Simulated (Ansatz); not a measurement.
# Lattice dynamics of SnTeS monolayer, Janus, part 2 of 2

Wanted: phonon frequencies of SnTeS monolayer, Janus and what follows from them.

Ansatz 0.2.0; DFT PBE, scalar-relativistic, plane waves, PAW.

So far. Step 4 (Relaxing to small forces for the phonons): The largest force component left is 0.099 meV/Å, within the tolerances set.

**5. Linear response at the zone centre**

The zone centre comes first: it holds the modes that light can see, as far as symmetry allows. No field response is asked, since the mesh shows no gap.

input.yaml reads:

```yaml
crystal:
  lattice:
    - [3.895944407, 0.0, 0.0]
    - [-1.9479722035, 3.3739868282, 0.0]
    - [0.0, 0.0, 30.0]
  atoms:
    - { symbol: Sn, position: [0.0, 0.0, 0.3374499335] }
    - { symbol: S, position: [0.3333333333, 0.6666666667, 0.3848248903] }
    - { symbol: Te, position: [0.6666666667, 0.3333333333, 0.2743918429] }
  periodic: [true, true, false]
kpoints:
  mp_grid: { grid: [12, 12, 1] }
hamiltonian:
  xc: pbe
scf:
  occupations: { method: methfessel_paxton, width: 0.15 }
output:
  eigenvalues: true
phonons:
  method: dfpt
```

Command:

```console
$ ansatz run input.yaml --threads 8 --pin off --max-ram 14336MiB --backend cpu --events-out ev --progress --plain --runs-dir out
```

Numbers of over 12 decimals in the logs are rounded to 6 here.

The log of the run:

```text
[...]
Crystal: 3 atoms, lattice volume = 394.346 Å³
Basis set: ecut = 420 eV, 7805 PW (Γ), exchange–correlation on 54×54×432 points (8 copies of the dense FFT grid, shifted against one another)
Bands: 22, of which v1, the nominal top of the filled ones, is band 18 counted from 1 (17 counted from 0)
Symmetry: 6 space group operations
k-points: 43 of 144 (irreducible under 2 space group operations, time reversal used)
[...]
SCF iter   1: F=—  HF=-13906.691793 eV  |F-HF|=—  |Δ(HF+E_count)|=         —  Δρ=2.44e-3  dr2=3.06e-1  ethr=1.77e-3  ⟨swp⟩=14.9  Hψ=7709  notcnv=0
[...]
SCF iter  11: F=-13906.668510 eV  HF=-13906.668510 eV  |F-HF|=8.91e-11  |Δ(HF+E_count)|=   1.20e-9  S|Δr|=    0.00e0  Δρ=1.74e-8  dr2=8.01e-13  ethr=1.00e-12  ⟨swp⟩=13.7  Hψ=6771  notcnv=0
SCF 1 converged in 11 iterations: F = -13906.668510 eV  dr2 = 8.01e-13
[...]
DFPT response loops at Γ: preconditioner auto → none (partly filled bands, converged f_vac=0.758); β = 0.50; Broyden in place of MSR1
SCF converged after 11 iterations
[...]
Free energy (F): -13906.668510 eV
[...]
Internal energy: -13906.669195 eV  (E = F + TS)
E sigma→0 (E₀):  -13906.668681 eV
Entropy (-TS):   0.000685 eV (0.228 meV/atom)
Fermi energy:    -5.216583 eV
[...]
--- Band table (eV; the first three rows and the last of 43) ---
  k-point 0: bands = [... 14 lower, -7.0882, -7.0882, -5.0029, -5.0029, -4.7644, -2.2945, -1.5767, -1.5767]
  k-point 1: bands = [... 14 lower, -7.1871, -7.1018, -5.6243, -5.0850, -4.4059, -2.0496 (-2.0495°), -1.5854, -1.4244]
  k-point 2: bands = [... 14 lower, -7.4367, -7.0571, -6.6056, -5.2857, -4.0990, -2.2279, -1.0778, -1.0016]
  k-point 42: bands = [... 14 lower, -9.1382, -8.2509, -7.1435, -6.4271, -4.3865, -1.5215, -0.8234, -0.3770]
  ° read free of the cell's end (the report's vacuum.weakly_bound_levels)
--- Phonons (Γ-DFPT): 6 representative perturbations + reference, on 43 of 144 k-points (Σ response iterations 27) ---
  k mesh reduced under 2 symmetry operations, with k and −k counted as one. Each operation leaves every solved perturbation unchanged. A smaller set is not used because it would not reduce the number of displacements times k-points to solve
  ASR residual: 2.771e-5 → 0.000e0 eV/Å²; symmetrization residual: 1.890e-5 eV/Å²
  ASR residual per site (eV/Å²): 2.77e-5 4.26e-6 3.52e-6
  Γ frequencies (cm⁻¹): 0.00 0.00 0.00 85.44 85.44 139.09 158.55 158.55 284.77
  non-analytic LO–TO correction: not included (Born effective charges unavailable; polar crystals: no LO–TO splitting at Γ)
```

Run time: 47 s. Hardware: 8 threads of Arm Neoverse V2, shared host; peak memory 2 GiB; 5.8 min of CPU time.

In the SCF lines HF is the Harris–Foulkes energy and dr2 the Hartree energy of the density residual, in eV; the loop may stop once dr2 is under the threshold and the program's other checks hold. Hψ counts applications of the Hamiltonian.

This step gave:

| Quantity | Value |
| --- | --- |
| sum-rule residual before enforcement | 2.77e-5 eV/Å² |
| point group | 3m |
| highest optical mode at the zone centre (no LO-TO term) | 284.8 cm⁻¹ |
| lowest optical zone-centre mode | 85.44 cm⁻¹ |

Patterns of degenerate modes are one choice out of their space. Modes at Γ, with each element's share of the kinetic energy:

```
mode  frequency (cm⁻¹)  symmetry  Sn %  S %  Te %
   1               0.0  acoustic    43   12    46
   2               0.0  acoustic    43   12    46
   3               0.0  acoustic    43   12    46
   4              85.4         E    37    9    54
   5              85.4         E    37    9    54
   6             139.1        A1    36   10    54
   7             158.6         E    20   80     0
   8             158.6         E    20   80     0
   9             284.8        A1    22   78     0
```

Displacements in mode 5 (85.4 cm⁻¹), the largest set to 1:
```
Sn1 -0.86  0.00  0.00
S2  -0.80  0.00  0.00
Te3  1.00  0.00  0.00
```

Displacements in mode 9 (284.8 cm⁻¹), the largest set to 1:
```
Sn1  0.00  0.00 -0.27
S2   0.00  0.00  1.00
Te3  0.00  0.00  0.00
```

Before it was imposed, the acoustic sum rule was missed by 2.8e-5 eV/Å². Small misses are needed for a sound result but don't prove that mesh and cutoff are converged. The lowest optical mode is real, 85.4 cm⁻¹.

**6. Response at finite wavevector**

Stability and thermal properties need the whole zone. Linear response on a 3×3×1 q mesh gives force constants as far as a supercell of that size would.

Changes to input.yaml since step 5:

```diff
@@ -20 +20,10 @@
   method: dfpt
+  qmesh: [3, 3, 1]
+  temperatures: { t_max: 1000, t_step: 50 }
+  qpath:
+    path:
+      - [0.0, 0.0, 0.0]
+      - [0.5, 0.0, 0.0]
+      - [0.33333333, 0.33333333, 0.0]
+      - [0.0, 0.0, 0.0]
+    npoints: 10
```

The log of the run:

```text
[...]
Crystal: 3 atoms, lattice volume = 394.346 Å³
Basis set: ecut = 420 eV, 7805 PW (Γ), exchange–correlation on 54×54×432 points (8 copies of the dense FFT grid, shifted against one another)
Bands: 22, of which v1, the nominal top of the filled ones, is band 18 counted from 1 (17 counted from 0)
Symmetry: 6 space group operations
k-points: 19 of 144 (time reversal used)
[...]
SCF iter   1: F=—  HF=-13906.691677 eV  |F-HF|=—  |Δ(HF+E_count)|=         —  Δρ=2.44e-3  dr2=3.07e-1  ethr=1.77e-3  ⟨swp⟩=14.8  Hψ=3383  notcnv=0
[...]
SCF iter  11: F=-13906.668510 eV  HF=-13906.668510 eV  |F-HF|=6.55e-11  |Δ(HF+E_count)|=  6.98e-10  S|Δr|=    0.00e0  Δρ=1.63e-8  dr2=7.37e-13  ethr=1.00e-12  ⟨swp⟩=13.2  Hψ=2895  notcnv=0
SCF 1 converged in 11 iterations: F = -13906.668510 eV  dr2 = 7.37e-13
[...]
phonons: the bands overlap, so this run is a metal and interpolates without the dipole-dipole term. If the crystal is really an insulator or semiconductor, its LO-TO splitting is missing
NSCF: frozen V_eff on 19 k-points
[...]
DFPT response loops at q = (0, 0, 0) (fractional): preconditioner auto → none (partly filled bands, converged f_vac=0.758); β = 0.50; Broyden in place of MSR1
[...]
SCF converged after 11 iterations
[...]
Free energy (F): -13906.668510 eV
[...]
Internal energy: -13906.669195 eV  (E = F + TS)
E sigma→0 (E₀):  -13906.668681 eV
Entropy (-TS):   0.000685 eV (0.228 meV/atom)
Fermi energy:    -5.216583 eV
[...]
--- Band table (eV; the first three rows and the last of 19) ---
  k-point 0: bands = [... 14 lower, -7.0882, -7.0882, -5.0029, -5.0029, -4.7644, -2.2945, -1.5767, -1.5767]
  k-point 1: bands = [... 14 lower, -7.1871, -7.1018, -5.6243, -5.0850, -4.4059, -2.0496 (-2.0495°), -1.5854, -1.4244]
  k-point 2: bands = [... 14 lower, -7.4367, -7.0571, -6.6056, -5.2857, -4.0990, -2.2279, -1.0778, -1.0016]
  k-point 18: bands = [... 14 lower, -9.1916, -9.0854, -6.9986, -6.5681, -4.5680, -1.3878, -0.7659, -0.2187]
  ° read free of the cell's end (the report's vacuum.weakly_bound_levels)
--- Phonons (Γ-DFPT): 6 representative perturbations + reference (Σ response iterations 24) ---
  ASR residual: 2.822e-5 → 0.000e0 eV/Å²; symmetrization residual: 1.509e-5 eV/Å²
  ASR residual per site (eV/Å²): 2.82e-5 1.28e-5 1.87e-5
  Γ frequencies (cm⁻¹): 0.00 0.00 0.00 85.44 85.44 139.09 158.55 158.55 284.77
--- Phonons (arbitrary-q DFPT): 3 irreducible q on the 3×3×1 mesh ---
  q = [0.0000, 0.0000, 0.0000] (star 1, of the zone-centre solve; hermiticity 2.83e-6, symmetrization 1.46e-11): -0.00 -0.00 0.00 85.44 85.44 139.09 158.55 158.55 284.77
  q = [0.0000, 0.3333, 0.0000] (star 6, 9 solved perturbations on 78 of 144 k-point pairs; hermiticity 4.53e-6, symmetrization 3.96e-10): 36.33 46.08 85.80 98.84 126.56 135.18 159.01 186.67 252.23
  q = [0.3333, 0.3333, 0.0000] (star 2, 6 solved perturbations in 327 linear systems a pass and spin channel, the states on 78 of 144 k-point pairs; hermiticity 5.42e-6, symmetrization 3.03e-7): 44.09 78.87 96.22 116.55 125.91 136.08 179.97 205.63 237.24
  sum rule: each row above includes the acoustic sum rule's correction from the zone centre's row sums; it moved no ω² by more than (0.33 cm⁻¹)²
  mesh force constants: q→R imaginary residual 0.00e0; ASR residual 2.822e-5 → 0.000e0 eV/Å²; symmetrization residual 5.329e-15 eV/Å²
  interpolated dispersion: 31 rows × 9 modes
  density of states and harmonic sums: on the 18×18×1 q-mesh, interpolated from the force constants of a 3×3×1 supercell (no non-analytic term)
  largest difference from the sums on the solved wave vectors: F 3.11e-2 eV, S 3.99e-5 and C_V 8.78e-6 eV/K
  zero-point energy: 0.069839 eV/cell   skipped modes (ω ≤ 0): 12, of them read as no rigid motion or as one in doubt: 9 (2.222e-1 modes/cell left out, lowest -21.45 cm⁻¹)   left out of the sums: 2.57e-2 of the cell's modes: C_V's classical limit lies that fraction below 3 k_B per atom; for a crystal, a wire or a layer, F and S can be off by more, and a phonons.interpolated_qmesh denser along its periods is the remedy for the sampling
```

Elapsed: 3.3 min, on 8 threads; peak memory 2.4 GiB.

This step gave:

```yaml
sum_rule_residual_before_enforcement: 2.82e-5 eV/Å²
lowest_frequency_on_the_path: -21.21 cm⁻¹
highest_frequency_on_the_path_or_at_a_solved_wavevector: 284.8 cm⁻¹
lowest_mode_on_the_q_mesh_acoustic_modes_at_gamma_apart: 36.33 cm⁻¹
```

Frequencies (cm⁻¹) solved at each irreducible wavevector; negative means imaginary. Frequencies by wavevector, by row:

```csv
q in reciprocal lattice units,star,mode 1,mode 2,mode 3,mode 4,mode 5,mode 6,mode 7,mode 8,mode 9
0 0 0,1,0,0,0,85.4,85.4,139.1,158.6,158.6,284.8
0 0.3333 0,6,36.3,46.1,85.8,98.8,126.6,135.2,159,186.7,252.2
0.3333 0.3333 0,2,44.1,78.9,96.2,116.5,125.9,136.1,180,205.6,237.2
```

Interpolated from a 3×3×1 q mesh. The phonon branches at the labelled points (cm⁻¹):

```csv
point,branch 1,branch 2,branch 3,branch 4,branch 5,branch 6,branch 7,branch 8,branch 9
Γ,0,0,0,85,85,139,158,158,285
halfway,12,41,74,94,118,133,157,179,261
M,48,54,92,103,123,144,164,200,244
halfway,46,69,91,114,122,140,174,202,240
K,44,79,96,117,126,136,180,206,237
halfway,21,54,75,102,122,130,163,181,256
Γ,0,0,0,85,85,139,158,158,285
```

The phonon branches as a text plot (rows in cm⁻¹):

```
    278 |*******                                           ******
    266 |       ****                                  *****
    253 |           ******                        ****
    240 |                 ************************
    227 |
    215 |
    202 |                 *********************
    189 |           ******                     *****
    176 |       ****              ****************  *******
    164 |*******    **************                ***************
    151 |     ******
    138 |*****************************************    ***********
    125 |           **********************************
    113 |       ****            *************  *****  ***
    100 |     **  **************      *****         *********
     87 |*********  ******************     *******       ********
     74 |         **               *******************
     62 |       **             ****               **  ***
     49 |     **    ***************************     *******
     36 |   **  ****  **                       *****     ****
     23 | ******    **                              **     *****
     11 | **      **                                         ***
     -2 |*                                                      *
    -15 | ********                                    **********
         Γ                   M           K                      Γ
```

Tetrahedra on a 18×18×1 mesh, mean over bins of 5 cm-1. Interpolated from a 3×3×1 q mesh. Phonon density of states against wavenumber; read off at these points:

| wavenumber (cm⁻¹) | phonon density of states (1/cm⁻¹/cell) |
| --- | --- |
| -22 | 0.0113 |
| -12 | 0.0067 |
| -2 | 0.00344 |
| 8 | 0.00485 |
| 22 | 0.0134 |
| 32 | 0.0230 |
| 42 | 0.0710 |
| 52 | 0.0345 |
| 62 | 0.0254 |
| 72 | 0.0285 |
| 82 | 0.0310 |
| 92 | 0.0758 |
| 98 | 0.0341 |
| 108 | 0.0400 |
| 118 | 0.0432 |
| 122 | 0.113 |
| 128 | 0.0387 |
| 138 | 0.0923 |
| 148 | 0 |
| 158 | 0.0629 |
| 168 | 0.0464 |
| 182 | 0.0237 |
| 192 | 0.0266 |
| 202 | 0.0280 |
| 212 | 0 |
| 222 | 0 |
| 232 | 0 |
| 242 | 0.0534 |
| 258 | 0.0178 |
| 268 | 0.0110 |
| 278 | 0.00793 |
| 288 | 1.0e-5 |

The partial phonon density of states has structure finer than the step of the table below, so its rows give means over 10 cm⁻¹, whole bins alone (the curve runs from -31.4 to 303 cm⁻¹). Peaks (cm⁻¹: height): S 137.0: 0.013, 160.2: 0.0488, 200.2: 0.0372, 244.4: 0.0415; Sn -18.8: 0.00799, 44.4: 0.0332, 124.4: 0.0481, 137.0: 0.0480, 158.1: 0.0109, 244.4: 0.00846; Te -18.8: 0.0091, 46.5: 0.0400, 90.7: 0.0580, 124.4: 0.0476, 134.9: 0.0296.

Phonopy on the run's constants, 17x17x1 mesh, Gaussian sigma 2.4 cm-1. Interpolated from a 3×3×1 q mesh. Table of partial phonon density of states by wavenumber; means over each step; values in 1/cm⁻¹/cell:

```csv
wavenumber (cm⁻¹),S,Sn,Te
-20,0.00162,0.00597,0.00680
-10,4.6e-4,0.00178,0.00200
0,3.0e-4,0.00118,0.00125
10,6.5e-4,0.00269,0.00293
20,0.00122,0.00518,0.00565
30,0.00167,0.00863,0.00978
40,0.00261,0.0214,0.0250
50,0.00202,0.0234,0.0279
60,0.00115,0.0117,0.0145
70,0.00107,0.00971,0.0165
80,0.00146,0.00879,0.0270
90,0.00378,0.0172,0.0470
100,0.00434,0.0195,0.0198
110,0.00352,0.0197,0.0152
120,0.00400,0.0340,0.0312
130,0.00723,0.0315,0.0274
140,0.00925,0.0333,0.0144
150,0.00506,0.00276,4.1e-4
160,0.0426,0.00919,9.5e-4
170,0.0363,0.00811,0.00104
180,0.0289,0.00511,6.0e-4
190,0.0235,0.00176,7.1e-4
200,0.0303,8.2e-4,0.00102
210,0.00328,7.1e-5,1.4e-4
220,0,0,0
230,9.5e-4,1.5e-4,2.9e-6
240,0.0274,0.00523,7.2e-5
250,0.0275,0.00520,6.1e-5
260,0.0135,0.00239,1.3e-5
270,0.00838,0.00172,2.0e-7
280,0.00535,0.00132,0
290,5.3e-4,1.4e-4,0
```

Symmetry leaves 3 wavevectors to solve. The lowest mode among them, the acoustic zeros apart, lies at q = (0, 0.333, 0) and is real, 36.3 cm⁻¹. Between them the interpolated path dips to 21i cm⁻¹.

**7. Another isotope, element S, natural mass 32.06 amu**

An isotope changes the mass and not the force constants, so no new electronic calculation is needed; the shifts show which modes move this element.

The same force constants with the mass of S changed from 32.060 to 33.968 u (phonopy, no LO-TO term). Both lists are sorted by frequency; levels can cross, so a row need not hold one and the same mode. Modes under 3 cm⁻¹ are left out. Isotope shifts, by row:

| q | rank | natural mass (cm⁻¹) | changed mass (cm⁻¹) |
| --- | --- | --- | --- |
| 0 0 0 | 4 | 85.44 | 85.22 |
| 0 0 0 | 5 | 85.44 | 85.22 |
| 0 0 0 | 6 | 139.1 | 138.7 |
| 0 0 0 | 7 | 158.6 | 155 |
| 0 0 0 | 8 | 158.6 | 155 |
| 0 0 0 | 9 | 284.8 | 278.4 |
| 0 0.3333 0 | 1 | 36.33 | 36.25 |
| 0 0.3333 0 | 2 | 46.08 | 46.04 |
| 0 0.3333 0 | 3 | 85.8 | 85.66 |
| 0 0.3333 0 | 4 | 98.84 | 98.48 |
| 0 0.3333 0 | 5 | 126.6 | 126.4 |
| 0 0.3333 0 | 6 | 135.2 | 134.6 |
| 0 0.3333 0 | 7 | 159 | 155.2 |
| 0 0.3333 0 | 8 | 186.7 | 182.1 |
| 0 0.3333 0 | 9 | 252.2 | 246.2 |
| 0.3333 0.3333 0 | 1 | 44.09 | 44.05 |
| 0.3333 0.3333 0 | 2 | 78.87 | 78.84 |
| 0.3333 0.3333 0 | 3 | 96.22 | 96.15 |
| 0.3333 0.3333 0 | 4 | 116.5 | 116.5 |
| 0.3333 0.3333 0 | 5 | 125.9 | 125.5 |
| 0.3333 0.3333 0 | 6 | 136.1 | 135.8 |
| 0.3333 0.3333 0 | 7 | 180 | 175.1 |
| 0.3333 0.3333 0 | 8 | 205.6 | 200.2 |
| 0.3333 0.3333 0 | 9 | 237.2 | 231.4 |

A mode of this element alone would shift by -2.85 %. The highest zone-centre frequency without the field goes from 284.8 to 278.4 cm⁻¹ (-2.2 %). The product of the frequency ratios over all optical modes at Γ is 0.926; the product rule, (m/m′)^(3k/2) (M′/M)^(3/2) with k = 1 such atoms and M the mass of the cell, gives 0.926.

**8. Another isotope, element Sn, natural mass 118.71 amu**

The same for Sn, from 118.71 to 123.91 u.

A mode of this element alone would shift by -2.12 %. The highest zone-centre frequency without the field goes from 284.8 to 283.5 cm⁻¹ (-0.4 %). The product of the frequency ratios over all optical modes at Γ is 0.964; the product rule, (m/m′)^(3k/2) (M′/M)^(3/2) with k = 1 such atoms and M the mass of the cell, gives 0.964.

**9. Isotope substitution, element Te, natural mass 127.6 amu**

The same for Te, from 127.60 to 129.91 u.

A mode of this element alone would shift by -0.89 %. The highest zone-centre frequency without the field goes from 284.8 to 284.8 cm⁻¹ (+0.0 %). The product of the frequency ratios over all optical modes at Γ is 0.986; the product rule, (m/m′)^(3k/2) (M′/M)^(3/2) with k = 1 such atoms and M the mass of the cell, gives 0.986.

**10. Results**

| Item | Value |
| --- | --- |
| space group after relaxation (within 0.01 Å) | P3m1 |
| area per atom | 4.38 Å² |
| electronic character | no gap on this mesh |
| highest optical mode at the zone centre (no LO-TO term) | 285 cm⁻¹ |
| lowest optical zone-centre mode | 85.4 cm⁻¹ |
| lowest mode on the q mesh (acoustic modes at Γ apart) | 36.3 cm⁻¹ |
| highest frequency on the path or at a solved wavevector | 285 cm⁻¹ |
| imaginary modes on the 3×3×1 q mesh | none |

No mode is imaginary at the 3 irreducible wavevectors solved, but between them the interpolated path dips to 21.2i cm⁻¹, so stability is not settled. The optical modes at Γ span 85 to 285 cm⁻¹. The highest mode in this list at Γ, 284.8 cm⁻¹, is mostly motion of S (78 % of the kinetic energy). The interpolated path dips to 21i cm⁻¹ between the solved wavevectors, which may come from the interpolation; a denser q mesh would tell. With no gap, or one that is small against the smearing, the frequencies hang on the k mesh and the smearing, most of all near Kohn anomalies. In a sheet or slab the interpolated bending branch near Γ is rough, since the rotational sum rule isn't imposed. A semilocal functional can close a gap that the real compound would have, so the metallic treatment may be an artefact of the level. Spin-orbit coupling is left out, which can matter for the heavy elements here. The starting cell was built on a prototype and not taken from a measurement. These are harmonic frequencies at zero temperature: anharmonic shifts, linewidths and thermal expansion are left out.

[Logs are printed without paths, hosts, clocks, repeated set-up lines and the standing remarks that a program may print on its own settings, such as how far it seeks lower states.]

[Hosts, paths, dates, database ids (printed as entryN), source tags and the programs' standing remarks are cut or masked in the printed files.]
